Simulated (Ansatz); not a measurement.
The crystal is YPO4 (I4_1/amd).

The database entry behind the starting cell differs from later determinations by our own check (impure mineral, about 0.2 % long), so it need not match the best structure at ambient conditions.

```yaml
crystal:
  lattice:
    - [-3.44735, 3.44735, 3.01380]
    - [3.44735, -3.44735, 3.01380]
    - [3.44735, 3.44735, -3.01380]
  atoms:
    - { symbol: Y, position: [0.75000, 0.25000, 0.50000] }
    - { symbol: Y, position: [0.00000, 0.00000, 0.00000] }
    - { symbol: P, position: [0.50000, 0.50000, 0.00000] }
    - { symbol: P, position: [0.25000, 0.75000, 0.50000] }
    - { symbol: O, position: [0.16610, 0.34080, 0.82530] }
    - { symbol: O, position: [0.09080, 0.76550, 0.67470] }
    - { symbol: O, position: [0.51550, 0.34080, 0.17470] }
    - { symbol: O, position: [0.09080, 0.41610, 0.32530] }
    - { symbol: O, position: [0.58390, 0.90920, 0.67470] }
    - { symbol: O, position: [0.65920, 0.83390, 0.17470] }
    - { symbol: O, position: [0.23450, 0.90920, 0.32530] }
    - { symbol: O, position: [0.65920, 0.48450, 0.82530] }
```

The cell and positions come from the Crystallography Open Database and are kept as given unless a step says otherwise. PAW set soft_2, made with PBE.

Gaps computed with Ansatz 0.2.0 without a self-energy: r2SCAN 6.59 eV, r2SCAN+SOC 6.59 eV, HSE06 7.83 eV and PBE0 8.61 eV. The mean ε∞ by r2SCAN perturbation theory is 3.12.

**Question.** Estimate the G0W0@r2SCAN gap with 4×4×4 mesh, 658 empty bands, screening to 160 eV, default PAW files.

About 8.84 eV: on its mesh the run moves the gap from 6.63 eV by +2.25 eV, and the mesh misses the edges by 0.04 eV. Among the scalar-relativistic levels given, PBE0 is nearest (−0.23 eV). One-shot corrections scale roughly with one over ε∞, here 0.32. Bands and cutoff are finite, so the gap is not at the basis limit. The miss can reach some tenths of an eV and take either sign; the mesh is an error of its own. The many-body steps are scalar-relativistic: spin-orbit coupling is not in them.

[Paths, hosts, dates, memory and timing lines, banners, echoed tables and standing remarks are left out of the program output.]

[Logs are printed without paths, hosts, clocks, repeated set-up lines and the standing remarks that a program may print on its own settings, such as how far it seeks lower states.]

[Runs of the session that timed out or met a known fault of the program may be left out.]

[Cells called generated may have been cut or substituted from an entry of the Crystallography Open Database or the Materials Project.]

[Hosts, paths, dates, database ids (printed as entryN), source tags and the programs' standing remarks are cut or masked in the printed files.]
